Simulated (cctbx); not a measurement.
# Diagnosing a refinement

Cell a = 8.2130 Å, b = 12.6660 Å, c = 10.5890 Å, α = 90.00°, β = 90.00°, γ = 90.00°; space group C222_1 (no. 20).

The data are simulated with cctbx, not measured: Cu Kα, λ = 1.54184 Å, to d = 0.8 Å, 50 % of the full sphere, strongest reflection 20000 counts, noise from counting, a 4 % proportional error and a noise floor of 2 counts (s.d.); no absorption.

An anisotropic refinement with weights 1/σ² prints:

```text
Rint 0.032, 1056 unique reflections to 0.80 A
cycle     R1     wR2    GooF  max shift (A)
   1  0.2088  0.5029  10.488   0.03983
   3  0.1673  0.3867   8.065   0.00003
final R1 0.1673 wR2 0.3867 GooF 8.065  parameters 46  data/parameter 23.0
atom        x        y        z      Ueq    occ   su(xyz)  su(Uiso or U11)
Cu1    0.50000  0.43093  0.25000   0.0181  1.000  0.00041  0.0018  NPD
Cr1    0.67319  0.95193  0.77330   0.0212  1.000  0.00048  0.0017
Cr2    0.55618  0.21349  0.38567   0.0175  1.000  0.00051  0.0017
Na1    0.40015  0.63133  0.41816   0.0259  1.000  0.00128  0.0049
Na2    0.40975  0.00000  0.00000   0.0205  1.000  0.00183  0.0079
Na3    0.69622  0.20358  0.66803   0.0154  1.000  0.00108  0.0041
difference map: max 12.54 min -1.78 rms 0.95
Q1    0.2230  0.3736  0.0391    8   12.68  2.84 A from Cr2
Q2    0.1823  0.4535  0.7785    8    8.19  0.09 A from Cr1
Q3    0.0000  0.0701  0.7500    4    7.04  0.01 A from Cu1
Q4    0.0432  0.2830  0.6057    8    6.77  0.15 A from Cr2
Q5    0.0707  0.1271  0.0793    8    4.60  0.25 A from Na1
Q6    0.1908  0.2883  0.3420    8    4.33  0.16 A from Na3
```

Q: Accept it or mend it, and why?

Mend it. The fault: an atom left out, Na at (0.2771, 0.8745, 0.4609). Against the right model at the same level, R1 goes from 0.0184 to 0.1673 and GooF from 0.94 to 8.06, U of Cr2 shrinks from 0.0284 to 0.0175 Å², U of Cu1 shrinks from 0.0281 to 0.0181 Å², U of Cr1 shrinks from 0.0292 to 0.0212 Å², the top difference peak, 12.7 e/Å³, lies 2.84 Å from Cr2 and Cu1 goes non-positive-definite. Q1 is the missing atom. With scattering power missing, scale and phases suffer, so peaks may also grow on the heavy atoms.

The compound is Na7Cr4Cu. The right model at the same level gives:

```text
Rint 0.032, 1056 unique reflections to 0.80 A
cycle     R1     wR2    GooF  max shift (A)
   1  0.0813  0.2163   4.530   0.01171
   2  0.0184  0.0449   0.940   0.00001
final R1 0.0184 wR2 0.0449 GooF 0.940  parameters 55  data/parameter 19.2
atom        x        y        z      Ueq    occ   su(xyz)  su(Uiso or U11)
Cu1    0.50000  0.43061  0.25000   0.0281  1.000  0.00005  0.0002
Cr1    0.67463  0.95243  0.77389   0.0292  1.000  0.00006  0.0002
Cr2    0.55448  0.21348  0.38708   0.0284  1.000  0.00006  0.0002
Na1    0.40367  0.63082  0.41613   0.0332  1.000  0.00014  0.0006
Na2    0.41276  0.00000  0.00000   0.0313  1.000  0.00021  0.0009
Na3    0.69599  0.20455  0.66478   0.0222  1.000  0.00012  0.0005
Na4    0.27668  0.87459  0.46094   0.0508  1.000  0.00021  0.0009
Flack x: 0.006(5)
Hooft y: 0.003(7)  Bijvoet pairs: 413
difference map: max 0.21 min -0.19 rms 0.06
Q1    0.1512  0.1845  0.7152    8    0.22  1.80 A from Na3
Q2    0.1969  0.4057  0.6298    8    0.21  1.65 A from Cr1
Q3    0.0000  0.4891  0.7500    4    0.21  1.53 A from Cr1
Q4    0.2115  0.3191  0.8998    8    0.20  1.64 A from Na4
Q5    0.0000  0.2206  0.2500    4    0.19  2.07 A from Na3
Q6    0.0423  0.2093  0.3219    8    0.19  1.67 A from Na3
```

The model was made for the exercise: a known structure type with other elements put in, its volume estimated, not relaxed; displacement parameters are assumed.

[Middle refinement cycles are left out of these outputs.]

[Logs are printed without paths, hosts, clocks, repeated set-up lines and the standing remarks that a program may print on its own settings, such as how far it seeks lower states.]
